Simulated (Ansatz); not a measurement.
Rows from a G0W0 calculation on Bi2Te2PbS2 (R-3m) (Ansatz 0.2.0; G0W0 on PBE, plane waves, PAW; PAW set soft_1; 4×4×4 mesh, 170 empty bands, screening to 150 eV, PAW set soft_1 files), in eV. Spin-orbit coupling is left out.

```csv
row,k,band,start,Σx,Σc at the solution,Vxc
A,"(-0.500, -0.500, -0.500)",v1,8.405,-15.151,0.417,-14.810
B,"(-0.500, -0.500, -0.500)",c2,9.789,-9.547,-2.887,-12.839
C,"(-0.500, -0.500, -0.500)",c1,8.744,-9.486,-2.386,-12.149
D,"(-0.500, -0.500, -0.500)",v2,7.596,-15.776,1.591,-14.118
```

**Question.** Work out each quasiparticle level and how far it moved.

The quasiparticle equation reads E = start + Σx + Σc(E) − Vxc.

```csv
row,E (eV),shift (eV)
A,8.481,+0.076
B,10.195,+0.406
C,9.021,+0.277
D,7.529,−0.067
```

The gap over the computed points goes from 0.34 eV to 0.54 eV.

Limits: not at the basis limit; model gap, bands may invert with spin-orbit coupling; no spin-orbit coupling.

[Paths, hosts, dates, memory and timing lines, banners, echoed tables and standing remarks are left out of the program output.]

[Logs are printed without paths, hosts, clocks, repeated set-up lines and the standing remarks that a program may print on its own settings, such as how far it seeks lower states.]

[Runs of the session that timed out or met a known fault of the program may be left out.]

[Cells called generated may have been cut or substituted from an entry of the Crystallography Open Database or the Materials Project.]

[Hosts, paths, dates, database ids (printed as entryN), source tags and the programs' standing remarks are cut or masked in the printed files.]
